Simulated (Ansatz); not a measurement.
# Lattice dynamics of NbInSe3 (model cell, started as cubic perovskite with Nb in the octahedra), part 2 of 2

How does NbInSe3 (model cell, started as cubic perovskite with Nb in the octahedra) vibrate, and is this structure a minimum?

Ansatz 0.2.0; DFT PBE, scalar-relativistic, plane waves, PAW; PAW set soft_1.

So far: The starting structure; Relaxation. The relaxed cell has a = 5.104 Å (conventional setting).

The structure was built from a prototype and need not be the compound's stable phase.

## Step 3: Tight relaxation

Phonons need a cell at rest on their own settings, so the relaxation is repeated with tight tolerances on forces and stress, using the mesh and the filling of the phonon run that follows.

input.yaml reads:

```yaml
crystal:
  lattice:
    - [5.1040125666, 0.0, 0.0]
    - [0.0, 5.1040125666, 0.0]
    - [0.0, 0.0, 5.1040125666]
  atoms:
    - { symbol: In, position: [0.0, 0.0, 0.0] }
    - { symbol: Nb, position: [0.5, 0.5, 0.5] }
    - { symbol: Se, position: [0.5, 0.5, 0.0] }
    - { symbol: Se, position: [0.5, 0.0, 0.5] }
    - { symbol: Se, position: [0.0, 0.5, 0.5] }
kpoints:
  mp_grid: { grid: [8, 8, 8] }
hamiltonian:
  xc: pbe
  pseudopotentials: { kind: paw, azcp: { folder: soft_1 } }
scf:
  occupations: { method: methfessel_paxton, width: 0.2 }
output:
  forces: true
  stress: true
  eigenvalues: true
  write_density: true
  write_potential: true
  elf: true
  volumetric_format: npy
relax:
  adjacent_minimum: "off"
  f_tol: 0.001
  max_steps: 60
  cell: { stress_tol: 0.01 }
```

On the command line:

```
ansatz run input.yaml --threads 4 --pin off --max-ram 16384MiB --backend cpu --events-out ev --progress --plain --runs-dir out
```

Numbers of over 12 decimals in the logs are rounded to 6 here.

Log:

```text
[...]
Crystal: 5 atoms, lattice volume = 132.964 Å³
Basis set: ecut = 420 eV, 2553 PW (Γ), exchange–correlation on 72×72×72 points (8 copies of the dense FFT grid, shifted against one another)
Bands: 45, of which v1, the nominal top of the filled ones, is band 37 counted from 1 (36 counted from 0)
Symmetry: 48 space group operations
[...]
k-points: 35 of 512
[...]
--- Relaxed structure (2 steps of the walk, 2 accepted, 1 SCFs on fresh bases) ---
[...]
cell:  # Å, volume = 132.9256 Å³
    - [5.103517, 0, 0]
    - [0, 5.103517, 0]
    - [0, 0, 5.103517]
  atoms:
    - { symbol: In, position: [0, 0, 0] }
    - { symbol: Nb, position: [0.5, 0.5, 0.5] }
    - { symbol: Se, position: [0.5, 0.5, 0] }
    - { symbol: Se, position: [0.5, 0, 0.5] }
    - { symbol: Se, position: [0, 0.5, 0.5] }
[key lines of the parts left out:]
SCF converged after 9 iterations
Free energy (F): -26559.410781 eV
Fermi energy:    8.182793 eV
P = ⅓ Tr σ = 0.0047 GPa (0.047 kbar)
```

Elapsed: 10 s, on 4 threads of Arm Neoverse V2, shared host; peak memory 0.65 GiB; 39 s of CPU time.

Little changed from the start: no atom moved by 0.005 Å and no cell edge by 0.1 %.

This step gave:

- pressure: 0.004698 GPa

Valence density in the ac plane at fractional y = 0.500, with atoms of Nb and Se within 0.2 Å of it. It is the smooth field of the valence electrons, not physical close to the nuclei.

Values in e/Å³, 14 rows by 14 columns, each cell a mean:
```
 0  0  0  0  0  2 13 23  5  1  0  0  0  0
 0  0  0  0  0  1  2  2  1  1  0  0  0  0
 0  0  0  0  0  0  1  1  1  0  0  0  0  0
 0  0  0  0  0  0  0  1  0  0  0  0  0  0
 1  1  0  0  0  1  1  2  1  0  0  0  1  1
 9  3  1  0  0  2  4  4  3  1  0  1  1  5
45  9  1  1  1  3  5  5  4  2  1  1  2 23
23  5  1  0  1  2  5  5  4  1  0  1  2 13
 2  1  1  0  0  1  2  3  2  1  0  0  1  2
 1  0  0  0  0  0  1  1  0  0  0  0  0  0
 0  0  0  0  0  0  0  1  0  0  0  0  0  0
 0  0  0  0  0  1  1  1  1  0  0  0  0  0
 0  0  0  0  0  1  5  9  3  1  0  0  0  0
 0  0  0  0  1  2 23 45  9  1  0  0  0  0
```
Columns run along a (5.1 Å), rows up along c (5.1 Å). Atoms in or near the plane, at fractional coordinates: Nb at (0.50, 0.50), Se at (0.50, 0.00), Se at (0.00, 0.50).

Electrostatic potential energy in the ac plane at fractional y = 0.500, with atoms of Nb and Se within 0.2 Å of it. With pseudopotentials it is smooth inside the atoms' cores, unlike the true potential.

Values in eV, 14 rows by 14 columns, each cell a mean:
```
 13  13  12  10   2  -9   6  11  -2  -6   7  12  13  13
 12  13  12  11   7  -4  -9  -8  -8   1  10  12  13  13
 11  12  12  12  10   5  -1  -2   2   8  11  12  12  12
  6   8  10  11   9   5   1  -1   2   7  10  11  10   7
 -7  -3   5   8   4  -6 -20 -24 -14   0   7   8   1  -6
  3  -7  -4   4  -3 -26 -48 -52 -40 -14   2   2  -8  -2
 13   3  -8   1  -9 -39 -56 -56 -52 -24  -1  -2  -8  11
 11  -2  -7   2  -6 -34 -55 -56 -48 -20   1  -1  -9   6
 -7  -8   1   6   1 -15 -34 -39 -26  -6   5   5  -4  -9
  0   4   9  10   7   1  -6  -9  -3   4   9  10   7   2
 10  11  12  11  10   6   2   1   4   8  11  12  11  10
 12  12  12  12   9   1  -7  -8  -4   5  10  12  12  12
 13  13  12  11   4  -8  -2   3  -7  -3   8  12  13  13
 13  13  12  10   0  -7  11  13   3  -7   6  11  12  13
```
Columns run along a (5.1 Å; values clipped at the 3rd and 97th percentile), rows up along c (5.1 Å). Atoms in or near the plane, at fractional coordinates: Nb at (0.50, 0.50), Se at (0.50, 0.00), Se at (0.00, 0.50).

ELF in the ac plane at fractional y = 0.500, with atoms of Nb and Se within 0.2 Å of it. It is the smooth field of the valence electrons, not physical close to the nuclei.

Ten even steps from '0' (0.01) to '9' (0.77), each cell a mean:
```
00169943798400
00148998997200
53125889874124
98532344332478
99952366423799
68963798943897
16964862864983
37963886964894
89962588733899
99742234322589
75324666653246
21137999995111
00159976898300
00279831699500
```
Columns run along a (5.1 Å), rows up along c (5.1 Å). Atoms in or near the plane, at fractional coordinates: Nb at (0.50, 0.50), Se at (0.50, 0.00), Se at (0.00, 0.50).

The forces vanish by symmetry and the pressure is 0.005 GPa, within the tolerances set. The cell now holds 26.59 Å³/atom.

## Step 4: Modes at Γ

The zone centre comes first: it holds the modes that light can see, as far as symmetry allows. No field response is asked, since the mesh shows no gap.

input.yaml, the sections that differ from step 3:

```yaml
crystal:
  lattice:
    - [5.1035173521, 0.0, 0.0]
    - [0.0, 5.1035173521, 0.0]
    - [0.0, 0.0, 5.1035173521]
  atoms:
    - { symbol: In, position: [0.0, 0.0, 0.0] }
    - { symbol: Nb, position: [0.5, 0.5, 0.5] }
    - { symbol: Se, position: [0.5, 0.5, 0.0] }
    - { symbol: Se, position: [0.5, 0.0, 0.5] }
    - { symbol: Se, position: [0.0, 0.5, 0.5] }
output:
  eigenvalues: true
phonons:
  method: dfpt
# kpoints, hamiltonian, scf: as in step 3
# relax: removed
```

Log:

```text
zone centre: on kpoints.mp_grid the ground state, and the responses unless they are solved on pairs of k-points, stand on 125 of the mesh's 512 k-points, reduced under 8 symmetry operations, with k and −k counted as one. Each operation leaves every solved displacement unchanged or reverses it
[...]
Crystal: 5 atoms, lattice volume = 132.926 Å³
Basis set: ecut = 420 eV, 2553 PW (Γ), exchange–correlation on 72×72×72 points (8 copies of the dense FFT grid, shifted against one another)
Bands: 45, of which v1, the nominal top of the filled ones, is band 37 counted from 1 (36 counted from 0)
Symmetry: 48 space group operations
k-points: 125 of 512 (irreducible under 8 space group operations)
[...]
SCF iter   1: F=—  HF=-26559.910920 eV  |F-HF|=—  |Δ(HF+E_count)|=         —  Δρ=3.38e-2  dr2=1.31e0  ethr=3.10e-3  ⟨swp⟩=6.4  Hψ=19862  notcnv=0
[...]
SCF iter  13: F=-26559.410781 eV  HF=-26559.410781 eV  |F-HF|=7.28e-12  |Δ(HF+E_count)|=  1.24e-10  S|Δr|=    0.00e0  Δρ=6.22e-8  dr2=5.68e-12  ethr=1.00e-12  ⟨swp⟩=9.8  Hψ=30733  notcnv=0
SCF 1 converged in 13 iterations: F = -26559.410781 eV  dr2 = 5.68e-12
[...]
DFPT response loops at Γ: preconditioner auto → Kerker (q_TF=auto, 2.475 Å⁻¹) (partly filled bands, converged f_vac=0.025); β = 1.00, the filter's whole step (`scf.mixing.beta` (0.50) is not read by the response loops under this deck's `scf.mixing.preconditioner`; to damp them name `kerker` or `kerker_dos`, under which they read `scf.mixing.beta`, and type it under 1.00, their step now; both keys bind the ground state too); Broyden in place of MSR1
SCF converged after 13 iterations
[...]
Free energy (F): -26559.410781 eV
[...]
Internal energy: -26559.392487 eV  (E = F + TS)
E sigma→0 (E₀):  -26559.406208 eV
Entropy (-TS):   -0.018294 eV (-3.659 meV/atom)
Fermi energy:    8.182792 eV
[...]
--- Band table (eV; the first three rows and the last of 125) ---
  k-point 0: bands = [... 33 lower, 7.0287, 7.4426, 7.4426, 7.4426, 7.5367, 7.5367, 7.5367, 9.2094, ... 4 higher]
  k-point 1: bands = [... 33 lower, 6.9571, 7.1076, 7.3820, 7.3820, 7.4473, 8.1460, 8.1460, 9.2126, ... 4 higher]
  k-point 2: bands = [... 33 lower, 6.7964, 7.0921, 7.4263, 7.4263, 7.4586, 8.8753, 8.8753, 9.2191, ... 4 higher]
  k-point 124: bands = [... 33 lower, 4.5712, 8.3982, 8.3982, 8.3982, 9.5002, 9.5002, 9.5002, 13.5451, ... 4 higher]
--- Phonons (Γ-DFPT): 4 representative perturbations + reference, on 125 of 512 k-points (Σ response iterations 12) ---
  k mesh reduced under 8 symmetry operations, with k and −k counted as one. Each operation leaves every solved displacement unchanged or reverses it
  ASR residual: 4.369e-5 → 0.000e0 eV/Å²; symmetrization residual: 5.717e-5 eV/Å²
  ASR residual per site (eV/Å²): 2.65e-5 4.37e-5 3.56e-5 3.56e-5 3.56e-5
  Γ frequencies (cm⁻¹): -32.66 -32.66 -32.66 0.00 0.00 0.00 46.17 46.17 46.17 54.46 54.46 54.46 198.43 198.43 198.43
  non-analytic LO–TO correction: not included (Born effective charges unavailable; polar crystals: no LO–TO splitting at Γ)
```

Run time: 89 s. Hardware: 4 threads; peak memory 2.5 GiB.

The column dr2 measures how far the density is from self-consistency, as an energy; F and HF (Harris–Foulkes) agree once it is small.

This step gave:

```
sum-rule residual before enforcement                    : 4.37e-5 eV/Å²
point group                                             : m-3m
highest optical mode at the zone centre (no LO-TO term) : 198.4 cm⁻¹
lowest optical zone-centre mode                         : -32.66 cm⁻¹
```

Patterns of degenerate modes are one choice out of their space. Modes at Γ, with each element's share of the kinetic energy (negative means imaginary):

```csv
mode,frequency (cm⁻¹),symmetry,In %,Nb %,Se %
1,-32.7,T1u,69,0,30
2,-32.7,T1u,69,0,30
3,-32.7,T1u,69,0,30
4,0.0,acoustic,26,21,53
5,0.0,acoustic,26,21,53
6,0.0,acoustic,26,21,53
7,46.2,T1u,5,66,29
8,46.2,T1u,5,66,29
9,46.2,T1u,5,66,29
10,54.5,T2u,0,0,100
11,54.5,T2u,0,0,100
12,54.5,T2u,0,0,100
13,198.4,T1u,0,13,87
14,198.4,T1u,0,13,87
15,198.4,T1u,0,13,87
```

Displacements in mode 3 (-32.7 cm⁻¹), the largest set to 1:
```
In1 -0.01 -0.03  1.00
Nb2  0.00  0.00 -0.08
Se3  0.00  0.02 -0.32
Se4  0.00  0.01 -0.52
Se5  0.00  0.02 -0.52
```

Displacements in mode 13 (198.4 cm⁻¹), the largest set to 1:
```
In1  0.00  0.00  0.00
Nb2  0.00  0.08 -0.38
Se3  0.00  0.06  1.00
Se4  0.00 -0.21 -0.28
Se5  0.00  0.06 -0.28
```

Before it was imposed, the acoustic sum rule was missed by 4.4e-5 eV/Å². Small misses are needed for a sound result but don't prove that mesh and cutoff are converged. The lowest optical mode is imaginary, 32.7i cm⁻¹, so the energy falls along it.

## Step 5: Phonons on a q mesh

Stability and thermal properties need the whole zone. Linear response on a 2×2×2 q mesh gives force constants as far as a supercell of that size would.

input.yaml: that of step 4 with these lines changed.

```diff
@@ -22 +22,8 @@
   method: dfpt
+  qmesh: [2, 2, 2]
+  temperatures: { t_max: 1000, t_step: 50 }
+  qpath:
+    path:
+      - [[0.0, 0.0, 0.0], [0.0, 0.5, 0.0], [0.5, 0.5, 0.0], [0.0, 0.0, 0.0], [0.5, 0.5, 0.5], [0.0, 0.5, 0.0]]
+      - [[0.5, 0.5, 0.5], [0.5, 0.5, 0.0]]
+    npoints: 10
```

Log:

```text
[...]
Crystal: 5 atoms, lattice volume = 132.926 Å³
Basis set: ecut = 420 eV, 2553 PW (Γ), exchange–correlation on 72×72×72 points (8 copies of the dense FFT grid, shifted against one another)
Bands: 45, of which v1, the nominal top of the filled ones, is band 37 counted from 1 (36 counted from 0)
Symmetry: 48 space group operations
k-points: 35 of 512
[...]
SCF iter   1: F=—  HF=-26559.910924 eV  |F-HF|=—  |Δ(HF+E_count)|=         —  Δρ=3.38e-2  dr2=1.31e0  ethr=3.10e-3  ⟨swp⟩=6.5  Hψ=5560  notcnv=0
[...]
SCF iter  13: F=-26559.410781 eV  HF=-26559.410781 eV  |F-HF|=3.64e-12  |Δ(HF+E_count)|=  1.16e-10  S|Δr|=    0.00e0  Δρ=6.24e-8  dr2=5.70e-12  ethr=1.00e-12  ⟨swp⟩=9.8  Hψ=8680  notcnv=0
SCF 1 converged in 13 iterations: F = -26559.410781 eV  dr2 = 5.70e-12
[...]
SCF iter   5: F=-26559.410781 eV  HF=-26559.410781 eV  |F-HF|=3.64e-12  |Δ(HF+E_count)|=  1.82e-11  S|Δr|=    0.00e0  Δρ=4.01e-8  dr2=2.58e-12  ethr=1.00e-12  ⟨swp⟩=2.5  Hψ=4697  notcnv=0
SCF 2 converged in 5 iterations: F = -26559.410781 eV  dr2 = 2.58e-12
phonons: the bands overlap, so this run is a metal and interpolates without the dipole-dipole term. If the crystal is really an insulator or semiconductor, its LO-TO splitting is missing
NSCF: frozen V_eff on 35 k-points
[...]
DFPT response loops at q = (0, 0, 0) (fractional): preconditioner auto → Kerker (q_TF=auto, 2.475 Å⁻¹) (partly filled bands, converged f_vac=0.025); β = 1.00, the filter's whole step (`scf.mixing.beta` (0.50) is not read by the response loops under this deck's `scf.mixing.preconditioner`; to damp them name `kerker` or `kerker_dos`, under which they read `scf.mixing.beta`, and type it under 1.00, their step now; both keys bind the ground state too); Broyden in place of MSR1
[...]
SCF converged after 13 iterations
[...]
Free energy (F): -26559.410781 eV
[...]
Internal energy: -26559.392487 eV  (E = F + TS)
E sigma→0 (E₀):  -26559.406208 eV
Entropy (-TS):   -0.018294 eV (-3.659 meV/atom)
Fermi energy:    8.182792 eV
[...]
--- Band table (eV; the first three rows and the last of 35) ---
  k-point 0: bands = [... 33 lower, 7.0287, 7.4426, 7.4426, 7.4426, 7.5367, 7.5367, 7.5367, 9.2094, ... 4 higher]
  k-point 1: bands = [... 33 lower, 6.9571, 7.1076, 7.3820, 7.3820, 7.4473, 8.1460, 8.1460, 9.2126, ... 4 higher]
  k-point 2: bands = [... 33 lower, 6.7964, 7.0921, 7.4263, 7.4263, 7.4586, 8.8753, 8.8753, 9.2191, ... 4 higher]
  k-point 34: bands = [... 33 lower, 4.5712, 8.3982, 8.3982, 8.3982, 9.5002, 9.5002, 9.5002, 13.5451, ... 4 higher]
--- Phonons (Γ-DFPT): 4 representative perturbations + reference (Σ response iterations 12) ---
  ASR residual: 4.634e-5 → 0.000e0 eV/Å²; symmetrization residual: 5.974e-5 eV/Å²
  ASR residual per site (eV/Å²): 3.42e-5 4.63e-5 3.21e-5 3.21e-5 3.21e-5
[...]
--- Phonons (arbitrary-q DFPT): 4 irreducible q on the 2×2×2 mesh ---
  q = [0.0000, 0.0000, 0.0000] (star 1, of the zone-centre solve; hermiticity 1.38e-5, symmetrization 9.20e-12): -32.66 -32.66 -32.66 0.00 0.00 0.00 46.17 46.17 46.17 54.46 54.46 54.46 198.43 198.43 198.43
  q = [0.0000, 0.0000, -0.5000] (star 3, 9 solved perturbations in 975 linear systems a pass and spin channel, the states on 125 of 512 k-point pairs; hermiticity 4.81e-6, symmetrization 1.55e-9): -22.69 -22.69 -19.59 -19.59 6.16 41.03 41.03 64.01 78.20 78.20 78.28 173.81 193.03 193.03 231.15
[...]
sum rule: each row above includes the acoustic sum rule's correction from the zone centre's row sums; it moved no ω² by more than (0.37 cm⁻¹)²
  mesh force constants: q→R imaginary residual 5.48e-18; ASR residual 4.634e-5 → 0.000e0 eV/Å²; symmetrization residual 5.329e-15 eV/Å²
  interpolated dispersion: 62 rows × 15 modes
  density of states and harmonic sums: on the 12×12×12 q-mesh, interpolated from the force constants of a 2×2×2 supercell (no non-analytic term)
  largest difference from the sums on the solved wave vectors: F 9.56e-2 eV, S 1.44e-4 and C_V 5.03e-5 eV/K
  zero-point energy: 0.072830 eV/cell   skipped modes (ω ≤ 0): 402, of them read as no rigid motion or as one in doubt: 399 (4.561e0 modes/cell left out, lowest -138.62 cm⁻¹)   left out of the sums: 3.04e-1 of the cell's modes: C_V's classical limit lies that fraction below 3 k_B per atom; for a crystal, a wire or a layer, F and S can be off by more, and a phonons.interpolated_qmesh denser along its periods is the remedy for the sampling
```

The job ended after 7.2 min (4 threads; peak memory 2.1 GiB; 28 min of CPU time).

Numbers from this step:

| Property | Result |
| --- | --- |
| sum-rule residual before enforcement | 4.63e-5 eV/Å² |
| lowest frequency on the path | -138.6 cm⁻¹ |
| highest frequency on the path or at a solved wavevector | 270.4 cm⁻¹ |
| lowest mode on the q mesh (acoustic modes at Γ apart) | -138.6 cm⁻¹ |

Frequencies (cm⁻¹) solved at each irreducible wavevector; negative means imaginary. Frequencies by wavevector, by row:

```csv
q in reciprocal lattice units,star,mode 1,mode 2,mode 3,mode 4,mode 13,mode 14,mode 15
0 0 0,1,-32.7,-32.7,-32.7,0,198.4,198.4,198.4
0 0 -0.5,3,-22.7,-22.7,-19.6,-19.6,193,193,231.2
0 -0.5 -0.5,3,-61.8,-47.1,-28.3,-28.3,174.8,184.4,251.8
-0.5 -0.5 -0.5,1,-138.6,-138.6,-61.4,-61.4,173.3,173.3,270.3
```

Interpolated from a 2×2×2 q mesh. Phonon branches along the path, in cm⁻¹:

```csv
point,branch 1,branch 2,branch 3,branch 4,branch 12,branch 13,branch 14,branch 15
Γ,-33,-33,-33,0,54,198,198,198
halfway,-27,-27,-18,12,126,196,196,214
X,-23,-23,-20,-20,174,193,193,231
halfway,-35,-32,-28,-25,150,174,189,247
M,-62,-47,-28,-28,175,175,184,252
halfway,-27,-24,-23,-21,126,170,193,235
Γ,-33,-33,-33,0,54,198,198,198
halfway,-33,-33,-28,-23,127,159,159,254
R,-139,-139,-61,-61,173,173,173,270
halfway,-36,-36,-33,-30,135,149,174,263
X,-23,-23,-20,-20,174,193,193,231
jump to R,-139,-139,-61,-61,173,173,173,270
halfway,-97,-62,-33,-33,134,174,174,268
M,-62,-47,-28,-28,175,175,184,252
```

Tetrahedra on a 12×12×12 mesh, mean over bins of 5 cm-1. Interpolated from a 2×2×2 q mesh. The phonon density of states by wavenumber; read off at these points:

```csv
wavenumber (cm⁻¹),phonon density of states (1/cm⁻¹/cell)
-138,6.0e-5
-122,0.00147
-108,0.00202
-98,0.00242
-82,0.00338
-68,0.00507
-52,0.0266
-38,0.0476
-28,0.246
-22,0.194
-12,0.028
2,0.0260
18,0.0397
32,0.0336
48,0.0491
62,0.0762
68,0.0857
72,0.0677
88,0.0599
102,0.0905
118,0.0112
132,0.00764
148,0.0317
158,0.041
172,0.103
188,0.0448
202,0.0013
218,0.00492
232,0.0135
242,0.0202
252,0.0292
258,0.0219
272,0.00325
```

The partial phonon density of states has structure finer than the step of the table below, so its rows give means over 20 cm⁻¹, whole bins alone (the curve runs from -142 to 288 cm⁻¹). Peaks (cm⁻¹: height): In -25.7: 0.209; Nb -31.1: 0.0125, 58.3: 0.0148, 90.8: 0.0185, 161.2: 0.0530, 172.0: 0.0736; Se -52.8: 0.0369, -39.2: 0.0380, 23.1: 0.0377, 50.1: 0.0650, 66.4: 0.0698, 104.3: 0.0720, 188.3: 0.0362.

Phonopy on the run's constants, 11x11x11 mesh, Gaussian sigma 3.1 cm-1. Interpolated from a 2×2×2 q mesh. Table of partial phonon density of states by wavenumber; means over each step; values in 1/cm⁻¹/cell:

```csv
wavenumber (cm⁻¹),In,Nb,Se
-120,0,2.5e-6,0.00134
-100,0,2.6e-5,0.00299
-80,1.5e-5,4.3e-5,0.00272
-60,6.7e-5,2.1e-4,0.0185
-40,0.0244,0.00576,0.0282
-20,0.116,0.00784,0.0153
0,0.00125,0.00174,0.00627
20,0.00255,0.00730,0.0302
40,0.00207,0.00722,0.0407
60,0.00134,0.0124,0.0611
80,6.2e-4,0.00860,0.0526
100,7.9e-4,0.0108,0.0634
120,1.5e-4,0.00395,0.0187
140,2.3e-4,0.0180,0.00695
160,3.3e-4,0.0361,0.0122
180,2.2e-4,0.0267,0.0269
200,0,0.00194,0.0139
220,0,4.0e-4,0.00590
240,0,5.2e-4,0.0180
260,0,3.0e-4,0.0214
```

Symmetry leaves 4 wavevectors to solve. The lowest mode among them, the acoustic zeros apart, lies at q = (-0.5, -0.5, -0.5) and is imaginary, 138.6i cm⁻¹, so the energy falls along it.

## Step 6: Summary of results

- space group after relaxation (within 0.01 Å): Pm-3m
- volume per atom: 26.6 Å³
- electronic character: no gap on this mesh
- highest optical mode at the zone centre (no LO-TO term): 198 cm⁻¹
- lowest optical zone-centre mode: -32.7 cm⁻¹
- lowest mode on the q mesh (acoustic modes at Γ apart): -139 cm⁻¹
- highest frequency on the path or at a solved wavevector: 270 cm⁻¹
- imaginary modes on the 2×2×2 q mesh: yes

Modes are clearly imaginary (beyond 10i cm⁻¹) at 4 of the 4 irreducible wavevectors, most at q = (-0.5, -0.5, -0.5) (138.6i cm⁻¹), so this structure is not a minimum of the energy. The optical modes at Γ span -33 to 198 cm⁻¹ (negative means imaginary). The highest mode in this list at Γ, 198.4 cm⁻¹, is mostly motion of Se (87 % of the kinetic energy). With no gap, or one that is small against the smearing, the frequencies hang on the k mesh and the smearing, most of all near Kohn anomalies. The starting cell was built on a prototype and not taken from a measurement, so the phase need not exist. These are harmonic frequencies at zero temperature: anharmonic shifts, linewidths and thermal expansion are left out.

[Logs are printed without paths, hosts, clocks, repeated set-up lines and the standing remarks that a program may print on its own settings, such as how far it seeks lower states.]

[Hosts, paths, dates, database ids (printed as entryN), source tags and the programs' standing remarks are cut or masked in the printed files.]
